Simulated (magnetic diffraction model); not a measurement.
**Which magnetic order? Zr5CrB2Pb2**

Space group P4/mbm (no. 127), a = 10.8160 Å, c = 3.3090 Å.

```csv
site,atom,x,y,z
4g,Pb,0.6735,0.8265,0
8j,Zr,0.9301,0.7869,1/2
2c,Zr,0,1/2,1/2
2a,Cr,0,0,0
4g,B,0.8748,0.6252,0
```

The compound is invented for this exercise: a known structure type with other elements, its cell scaled to their sizes and not relaxed.

Only Cr is taken to order (form factors of Cr2+); orders and moment sizes are assumed, and not adapted to the symmetry. Radiation: neutrons of λ = 2.36 Å (absorption by B left out), 1.5° to 60°; isotropic B of 0.34 Å² (Pb), 0.56 Å² (Zr), 0.48 Å² (Cr) and 0.81 Å² (B). Simulated constant-wavelength pattern: nuclear and magnetic terms add, the magnetic one as |2.695 fm × Σ f S⊥ exp(2πi Q·r) exp(−B s²)|², summed over all Q at one angle with the factor 1/(sin²θ cos θ). For a modulated order the moment at position r is S exp(−2πi k·r) + c.c., with S = m/2 for a sine wave of amplitude m and S = m(u + iv)/2 for moments turning in a plane, u and v being orthogonal unit vectors in it; the phase factor of the sum at Q = H + k is then exp(2πi H·r). Free-ion form factors, Sears's scattering lengths of 1992, no absorption; a label names one of the reflections at its angle. The strongest nuclear line in the range is 100, and lines under 0.2 are left out.

Above the ordering temperature:

| 2θ (°) | index | I |
| --- | --- | --- |
| 17.75 | (1 1 0) | 10.8 |
| 25.21 | (2 0 0) | 1.6 |
| 28.24 | (2 1 0) | 0.6 |
| 40.36 | (3 1 0) | 0.8 |
| 45.73 | (1 1 1) | 1.5 |
| 46.33 | (3 2 0) | 2.0 |
| 49.42 | (2 0 1) | 7.5 |
| 51.20 | (2 1 1) | 25.4 |
| 53.46 | (4 1 0) | 67.5 |
| 55.14 | (3 3 0) | 28.0 |
| 56.27 | (2 2 1) | 19.1 |
| 58.41 | (4 2 0) | 24.9 |
| 59.49 | (3 1 1) | 100.0 |

Below it (cell unchanged):

```csv
2θ (°),I
8.34,3.0
13.21,1.3
16.73,0.7
17.75,10.8
24.48,0.5
25.21,1.6
26.59,0.3
28.24,0.6
30.41,0.2
32.16,0.3
40.36,0.8
45.73,1.5
46.33,2.0
49.42,7.5
51.20,25.4
53.46,67.5
55.14,28.0
56.27,19.1
58.41,24.9
59.49,100.0
```

**Question.** Check that the new lines index with k = (1/3 0 0), then choose among these models:
A. a sine wave with moments along [001] (amplitudes given), 1.29 μB on Cr; signs + at (0, 0, 0), − at (1/2, 1/2, 0)
B. moments turning in the plane of [100] and [010], 1.29 μB on Cr; signs + at (0, 0, 0), − at (1/2, 1/2, 0)
C. moments turning in the plane of [001] and [100], 1.29 μB on Cr; signs + at (0, 0, 0), − at (1/2, 1/2, 0)
D. moments turning in the plane of [010] and [001], 1.29 μB on Cr; signs + at (0, 0, 0), − at (1/2, 1/2, 0)

The new lines index as (2/3 0 0) at 8.34°, (1/3 1 0) at 13.21°, (4/3 0 0) at 16.73° and (5/3 1 0) at 24.48°, that is as H ± k with k = (1/3 0 0), one of 2 inequivalent arms of its star (k and −k counted as one), which a powder can't tell apart. Satellites come in pairs about each point of the reciprocal lattice.

Magnetic intensity, observed (below minus above) and for each model:

| 2θ (°) | index | observed | A | B | C | D |
| --- | --- | --- | --- | --- | --- | --- |
| 8.34 | (2/3 0 0) | 3.0 | 1.5 | 1.5 | 1.5 | 3.0 |
| 13.21 | (1/3 1 0) | 1.3 | 1.2 | 1.2 | 2.2 | 1.3 |
| 16.73 | (4/3 0 0) | 0.7 | 0.3 | 0.3 | 0.3 | 0.7 |
| 24.48 | (5/3 1 0) | 0.5 | 0.3 | 0.3 | 0.4 | 0.5 |

Model D matches.

The structure used: k = (1/3 0 0), moments turning in the plane of [010] and [001], 1.29 μB on Cr; signs + at (0, 0, 0), − at (1/2, 1/2, 0).

[Logs are printed without paths, hosts, clocks, repeated set-up lines and the standing remarks that a program may print on its own settings, such as how far it seeks lower states.]
